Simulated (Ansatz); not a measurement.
# LuAl3: which shell does photoemission see at 21.2 and 100 eV? (LDA)

The valence band of LuAl3 mixes several shells. Work out by hand which one leads the spectrum's area at each photon energy.

Filled states come from the projected DOS of Ansatz 0.2.0 (LDA, plane waves); cross sections σ and asymmetry parameters β are those of free atoms in a Dirac–Hartree–Slater calculation. A shell's area is states × σ × angular factor, which is 1 + β·P₂(cos θ) for linear light, with θ = 30° from the polarisation and P₂ = 0.625.

**At 21.2 eV** (states counted from 11.2 eV below the zero; other shells add 1.3 to the products' sum of 16.6):

```
shell  filled states a cell  cross section (Mb an electron)     β  angular factor  product  share by hand (%)  share in the simulated spectrum (%)
Lu 5p                  0.00                               0  0.00            1.00        0                  0                                    0
Lu 5d                  2.97                            3.36  0.54            1.34     13.4                 81                                   81
Lu 4f                 13.97                          0.0916  0.83            1.52     1.95                 12                                   12
```

**At 100 eV** (states counted from 28.0 eV below the zero; other shells add 0.78 to the products' sum of 9.93):

| shell | filled states a cell | cross section (Mb an electron) | β | angular factor | product | share by hand (%) | share in the simulated spectrum (%) |
| --- | --- | --- | --- | --- | --- | --- | --- |
| Lu 5p | 5.85 | 0.0839 | 0.73 | 1.46 | 0.714 | 7 | 7 |
| Lu 5d | 2.98 | 0.0321 | 1.92 | 2.20 | 0.21 | 2 | 2 |
| Lu 4f | 13.97 | 0.479 | 0.37 | 1.23 | 8.23 | 83 | 83 |

Lu 5d leads at 21.2 eV and Lu 4f at 100 eV. Between the two energies σ of Lu 5d changes by a factor 0.0095 and that of Lu 4f by 5.2, so their ratio moves 549-fold in favour of the second. The simulated spectrum uses the same rule on the energy-resolved DOS, so the two share columns agree within a few points.

Only crystals where the two columns agree within 4 points and the lead is clear are worked in this form. Free-atom cross sections ignore the solid's final states, no escape depth or background enters, and the count of states a shell hangs on the projection.

[Logs are printed without paths, hosts, clocks, repeated set-up lines and the standing remarks that a program may print on its own settings, such as how far it seeks lower states.]
